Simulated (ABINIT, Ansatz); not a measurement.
# Al3In (Fm-3m): zone-centre phonons

Which modes does Al3In (Fm-3m) have at the zone centre?

Main program and level: ABINIT 10.8.3; DFT PBEsol, scalar-relativistic, plane waves, PseudoDojo norm-conserving pseudopotentials.

Report form: the programs' logs are mostly left out.

The structure was built from a prototype and need not be the compound's stable phase.

**1. Starting point**

Symmetry: Fm-3m, No. 225, cubic system. The conventional cell has a = 6.618 Å, b = 6.618 Å, c = 6.618 Å, α = 90.00°, β = 90.00°, γ = 90.00°. Nearest to In lie 8 Al at 2.87 Å. Nearest to Al lie 8 Al at 2.87 Å. Nearest to Al lie 4 Al at 2.87 Å and 4 In at 2.87 Å. Farther neighbours are not listed.

**2. A probe with smearing**

A first run with smearing and empty bands tells whether the crystal has a gap, which decides between fixed occupations and smearing later on.

probe.abi reads:

```
# ground state
tolvrs 1.0d-08
prtden 1
prtwf 1

# basis, mesh and filling
ecut 31.0
ngkpt 6 6 6
nshiftk 1
shiftk 0.0 0.0 0.0
istwfk *1
occopt 7
tsmear 0.005
nband 18
nstep 100
diemac 9.0
prtebands 0
prtgsr 0
useylm 1

# cell and atoms
acell 3*1.0 Angstrom
rprim 
    -3.30924862 0.0 3.30924862
    0.0 3.30924862 3.30924862
    -3.30924862 3.30924862 0.0
ntypat 2
znucl 49 13
natom 4
typat 1 2 2 2
xred 
    0.0 0.0 0.0
    0.5 0.5 0.5
    0.75 0.75 0.75
    0.25 0.25 0.25
pp_dirpath "./pseudo"
pseudos "In.upf, Al.upf"
```

The run is started by

```bash
$ OMP_NUM_THREADS=1 mpirun -n 4 abinit probe.abi > probe.log
```

Run time: 12 s. Hardware: 4 MPI ranks of Arm Neoverse V2, shared host.

Numbers from this step:

```
volume per atom   : 18.12 Å³
pressure          : 3.115 GPa
gap on the k-mesh : 0 eV
```

No gap opens on this mesh, so smearing is kept; the printed pressure holds the stress of the finite basis too.

**3. Rough relaxation**

The typed start is rough, so a first relaxation with smearing and loose thresholds takes it towards rest cheaply.

prerelax.abi reads:

```
# relaxation
ionmov 2
optcell 2
dilatmx 1.15
chkdilatmx 0
ntime 40
tolmxf 3.0d-04
tolvrs 1.0d-10
prtwf 0
prtden 0
chksymtnons 0

# basis, mesh and filling
ecut 32.0
ecutsm 3.0
ngkpt 4 4 4
nshiftk 1
shiftk 0.0 0.0 0.0
istwfk *1
occopt 7
tsmear 0.005
nband 18
nstep 100
diemac 1000000.0
prtebands 0
prtgsr 0
useylm 1

# cell and atoms
acell 3*1.0 Angstrom
rprim 
    -3.30924862 0.0 3.30924862
    0.0 3.30924862 3.30924862
    -3.30924862 3.30924862 0.0
ntypat 2
znucl 49 13
natom 4
typat 1 2 2 2
xred 
    0.0 0.0 0.0
    0.5 0.5 0.5
    0.75 0.75 0.75
    0.25 0.25 0.25
pp_dirpath "./pseudo"
pseudos "In.upf, Al.upf"
```

The run is started by

```bash
$ OMP_NUM_THREADS=1 mpirun -n 4 abinit prerelax.abi > prerelax.log
```

Run time: 37 s. Hardware: 4 MPI ranks; 2.5 min of CPU time.

The steps of the relaxation:

```
step  energy less that of the first step (eV)  largest force (eV/Å)  volume (Å³)
   1                                   0.0000                0.0000        72.48
   2                                  -0.0229                0.0000        73.44
   3                                  -0.0570                0.0000        76.69
   4                                  -0.0571                0.0000        76.91
```

```
conventional cell, symmetrised  before  after  change
                         a (Å)   6.618  6.751  +2.0 %
                         b (Å)   6.618  6.751  +2.0 %
                         c (Å)   6.618  6.751  +2.0 %
              volume (Å³/atom)   18.12  19.23  +6.1 %
```

The relaxed structure:

```cif
data_structure
_symmetry_space_group_name_H-M 'P 1'
_symmetry_Int_Tables_number 1
_cell_length_a 4.7734
_cell_length_b 4.7734
_cell_length_c 4.7734
_cell_angle_alpha 60.000
_cell_angle_beta 60.000
_cell_angle_gamma 60.000
_cell_volume 76.91
loop_
_atom_site_label
_atom_site_type_symbol
_atom_site_fract_x
_atom_site_fract_y
_atom_site_fract_z
_atom_site_occupancy
In1 In 0.00000 0.00000 0.00000 1
Al2 Al 0.50000 0.50000 0.50000 1
Al3 Al 0.75000 0.75000 0.75000 1
Al4 Al 0.25000 0.25000 0.25000 1
```

Read from the output:

```yaml
volume_per_atom: 19.23 Å³
pressure: 0.008829 GPa
```

The volume changes by +6.1 % in this run and stands +6.1 % from the first cell.

**4. Relaxation**

The harmonic expansion needs vanishing forces, and a free crystal bears no stress, so cell and atoms are brought to rest. Stress is more sensitive to the basis than forces are: the last 3 Ha under the cutoff are smoothed with ecutsm, and the cutoff is raised above that of the later runs.

relax.abi reads:

```
# relaxation
ionmov 2
optcell 2
dilatmx 1.08
ntime 40
tolmxf 1.0d-05
tolvrs 1.0d-14
prtwf 0
prtden 0
chksymtnons 0

# basis, mesh and filling
ecut 39.0
ecutsm 3.0
ngkpt 8 8 8
nshiftk 1
shiftk 0.0 0.0 0.0
istwfk *1
occopt 7
tsmear 0.01
nband 18
nstep 100
diemac 1000000.0
prtebands 0
prtgsr 0
useylm 1

# cell and atoms
acell 3*1.0 Angstrom
rprim 
    -3.375307772 0.0 3.375307772
    0.0 3.375307772 3.375307772
    -3.375307772 3.375307772 0.0
ntypat 2
znucl 49 13
natom 4
typat 1 2 2 2
xred 
    0.0 0.0 0.0
    0.5 0.5 0.5
    0.75 0.75 0.75
    0.25 0.25 0.25
pp_dirpath "./pseudo"
pseudos "In.upf, Al.upf"
```

The run is started by

```bash
$ OMP_NUM_THREADS=1 mpirun -n 4 abinit relax.abi > relax.log
```

Run time: 2.5 min. Hardware: 4 MPI ranks.

Little changed from the start: no atom moved by 0.005 Å and no cell edge by 0.1 %.

Read from the output:

```yaml
volume_per_atom: 19.17 Å³
pressure: 5.88e-4 GPa
```

The volume changes by -0.3 % in this run and stands +5.8 % from the first cell.

**5. Ground state**

First-order wavefunctions inherit every error of the ground state, hence the very tight tolvrs. Smearing stays on, as the first look found no gap above 0.3 eV.

gs.abi reads:

```
# ground state
tolvrs 1.0d-16
prtden 1
prtwf 1

# basis, mesh and filling
ecut 31.0
ngkpt 8 8 8
nshiftk 1
shiftk 0.0 0.0 0.0
istwfk *1
occopt 7
tsmear 0.01
nband 18
nstep 100
diemac 1000000.0
prtebands 0
prtgsr 0
useylm 1

# cell and atoms
acell 3*1.0 Angstrom
rprim 
    -3.372160442 0.0 3.372160442
    0.0 3.372160442 3.372160442
    -3.372160442 3.372160442 0.0
ntypat 2
znucl 49 13
natom 4
typat 1 2 2 2
xred 
    0.0 0.0 0.0
    0.5 0.5 0.5
    0.75 0.75 0.75
    0.25 0.25 0.25
pp_dirpath "./pseudo"
pseudos "In.upf, Al.upf"
```

The run is started by

```bash
$ OMP_NUM_THREADS=1 mpirun -n 4 abinit gs.abi > gs.log
```

It took 36 s on 4 MPI ranks.

This step gave:

```
pressure : -0.3681 GPa
```

The cell stands at -0.37 GPa: the relaxation ran with a smoothed and higher cutoff, and the difference is a stress of the finite basis.

**6. Linear response at Γ**

At q = 0 one unit cell holds all displacements. The response is solved for single atoms along the cell's directions, and symmetry skips those that follow from others. The crystal is treated as a metal, which screens a static field, so no field response is asked.

dfpt_gamma.abi reads:

```

# common to the responses
getwfk_filepath "gso_WFK"
kptopt 2
nqpt 1
qpt 0.0 0.0 0.0
asr 0
chneut 0

# displacements
rfphon 1
rfatpol 1 4
rfdir 1 1 1
tolvrs 1.0d-10
prtwf 0

# basis, mesh and filling
ecut 31.0
ngkpt 8 8 8
nshiftk 1
shiftk 0.0 0.0 0.0
istwfk *1
occopt 7
tsmear 0.01
nband 18
nstep 100
diemac 1000000.0
prtebands 0
prtgsr 0
useylm 1

# cell and atoms
acell 3*1.0 Angstrom
rprim 
    -3.372160442 0.0 3.372160442
    0.0 3.372160442 3.372160442
    -3.372160442 3.372160442 0.0
ntypat 2
znucl 49 13
natom 4
typat 1 2 2 2
xred 
    0.0 0.0 0.0
    0.5 0.5 0.5
    0.75 0.75 0.75
    0.25 0.25 0.25
pp_dirpath "./pseudo"
pseudos "In.upf, Al.upf"
```

The run is started by

```bash
$ OMP_NUM_THREADS=1 mpirun -n 4 abinit dfpt_gamma.abi > dfpt_gamma.log
```

It took 3.5 min on 4 MPI ranks.

Numbers from this step:

```
largest acoustic frequency at the zone centre before the sum rule : -5.47 cm⁻¹
highest optical zone-centre mode (no LO-TO term)                  : 199.8 cm⁻¹
lowest optical zone-centre mode                                   : 143.8 cm⁻¹
```

The acoustic modes at Γ come out as far as 5.5 cm⁻¹ from zero, where they should vanish, a small numerical error.

**7. Modes with the sum rule**

anaddb reads the merged derivatives and imposes the acoustic sum rule.

anaddb.abi reads:

```
ddb_filepath "gamma_DDB"
output_file "anaddb.abo"
outdata_prefix "anaddb"
asr 1
chneut 1
enunit 2
eivec 1
nph1l 1
qph1l 0.0 0.0 0.0 1.0
```

mrgddb.in reads:

```
gamma_DDB
merged
2
dfpt_gammao_DDB
gso_DDB
```

The run is started by

```bash
$ mrgddb < mrgddb.in > mrgddb.log
$ OMP_NUM_THREADS=1 anaddb anaddb.abi > anaddb.log
```

Elapsed: 0.57 s, on 1 thread.

Read from the output:

```
lowest optical zone-centre mode : 143.9 cm⁻¹
```

No LO-TO term; unit eigenvectors of the mass-weighted matrix, from anaddb's displacements. The modes at Γ (shares of kinetic energy by element, %):

```
mode  frequency (cm⁻¹)  symmetry  In %  Al %
   1               0.0  acoustic    59    41
   2               0.0  acoustic    59    41
   3               0.0  acoustic    59    41
   4             143.9       T1u    35    65
   5             143.9       T1u    35    65
   6             143.9       T1u    35    65
   7             156.7       T2g     0   100
   8             156.7       T2g     0   100
   9             156.7       T2g     0   100
  10             199.8       T1u     6    94
  11             199.8       T1u     6    94
  12             199.8       T1u     6    94
```

Displacements in mode 4 (143.9 cm⁻¹), the largest set to 1:
```
In1  0.00  0.00  0.40
Al2  0.00  0.00 -1.00
Al3  0.00  0.00 -0.35
Al4  0.00  0.00 -0.35
```

Displacements in mode 10 (199.8 cm⁻¹), the largest set to 1:
```
In1  0.00  0.00 -0.21
Al2  0.00  0.00 -1.00
Al3  0.00  0.00  0.94
Al4  0.00  0.00  0.94
```

The rule moves no optical mode by more than 0.1 cm⁻¹.

**8. A second program**

A second program on the same cell, potentials, cutoff and meshes tests the implementation of the phonon response, not its convergence.

This step: DFT PBEsol, scalar-relativistic, plane waves, PseudoDojo norm-conserving pseudopotentials (Ansatz 0.2.0).

input.yaml reads:

```yaml
crystal:
  lattice:
    - [-3.3721604416, 0.0, 3.3721604416]
    - [0.0, 3.3721604416, 3.3721604416]
    - [-3.3721604416, 3.3721604416, 0.0]
  atoms:
    - { symbol: In, position: [0.0, 0.0, 0.0] }
    - { symbol: Al, position: [0.5, 0.5, 0.5] }
    - { symbol: Al, position: [0.75, 0.75, 0.75] }
    - { symbol: Al, position: [0.25, 0.25, 0.25] }
kpoints:
  mp_grid: { grid: [8, 8, 8] }
hamiltonian:
  xc: pbesol
  pseudopotentials: { kind: nc, accuracy: standard }
scf:
  occupations: { method: gaussian, width: 0.27211 }
output:
  eigenvalues: true
basis:
  ecutwfc: 843.553
phonons:
  method: dfpt
```

The run is started by

```bash
$ ansatz run input.yaml --threads 4 --pin off --max-ram 8192MiB --backend cpu --events-out ev --progress --plain --runs-dir out
```

The job ended after 16 s (4 threads; peak memory 1.1 GiB).

Read from the output:

* sum-rule residual before enforcement: 2.66e-4 eV/Å²

**9. Side by side: ABINIT PseudoDojo and Ansatz, PseudoDojo**

Worked out from the results:

| Item | Value |
| --- | --- |
| root-mean-square difference | 0.01 cm⁻¹ |
| largest difference | 0.02 cm⁻¹ |

Frequencies side by side, by row:

```
q (reciprocal lattice)  mode  ABINIT PseudoDojo (cm⁻¹)  Ansatz, PseudoDojo (cm⁻¹)
                 0 0 0     1                         0                          0
                 0 0 0     2                         0                          0
                 0 0 0     3                         0                          0
                 0 0 0     4                     143.9                      143.9
                 0 0 0     5                     143.9                      143.9
                 0 0 0     6                     143.9                      143.9
                 0 0 0     7                     156.7                      156.7
                 0 0 0     8                     156.7                      156.7
                 0 0 0     9                     156.7                      156.7
                 0 0 0    10                     199.8                      199.8
                 0 0 0    11                     199.8                      199.8
                 0 0 0    12                     199.8                      199.8
```

At the zone centre the largest difference (acoustic modes at Γ apart) is 0.01 % of the highest mode.

**10. Outcome**

| Quantity | Value |
| --- | --- |
| space group after relaxation | Fm-3m |
| volume per atom | 19.2 Å³ |
| highest optical zone-centre mode (no LO-TO term) | 199.8 cm⁻¹ |
| lowest optical zone-centre mode | 143.9 cm⁻¹ |
| imaginary optical modes at the zone centre (no q mesh in this session) | none |
| largest difference from Ansatz, PseudoDojo | 0.02 cm⁻¹ |

What this shows: At the PBEsol level the optical modes of Al3In (Fm-3m) at the zone centre run from 144 to 200 cm⁻¹. The base run prints -0.37 GPa, mostly the error of a finite basis; the relaxation, with a smoothed and higher cutoff, had brought the cell to rest. ABINIT PseudoDojo and Ansatz, PseudoDojo agree to 0.02 cm⁻¹ (0.01 % of the highest mode compared) on all solved modes but the acoustic ones at Γ, without the LO-TO term. These are harmonic frequencies at zero temperature: anharmonic shifts and linewidths and thermal expansion are left out. In a metal the frequencies hang on the k mesh and the smearing, most of all near Kohn anomalies. Ansatz warns that the cutoff lies 11 % under the one recommended for these files; agreement at one cutoff is not convergence. The structure is a hypothetical one, built on a prototype.

[Host names and launcher messages were left out of these logs when they were recorded.]

[Logs are printed without paths, hosts, clocks, repeated set-up lines and the standing remarks that a program may print on its own settings, such as how far it seeks lower states.]

[Hosts, paths, dates, database ids (printed as entryN), source tags and the programs' standing remarks are cut or masked in the printed files.]
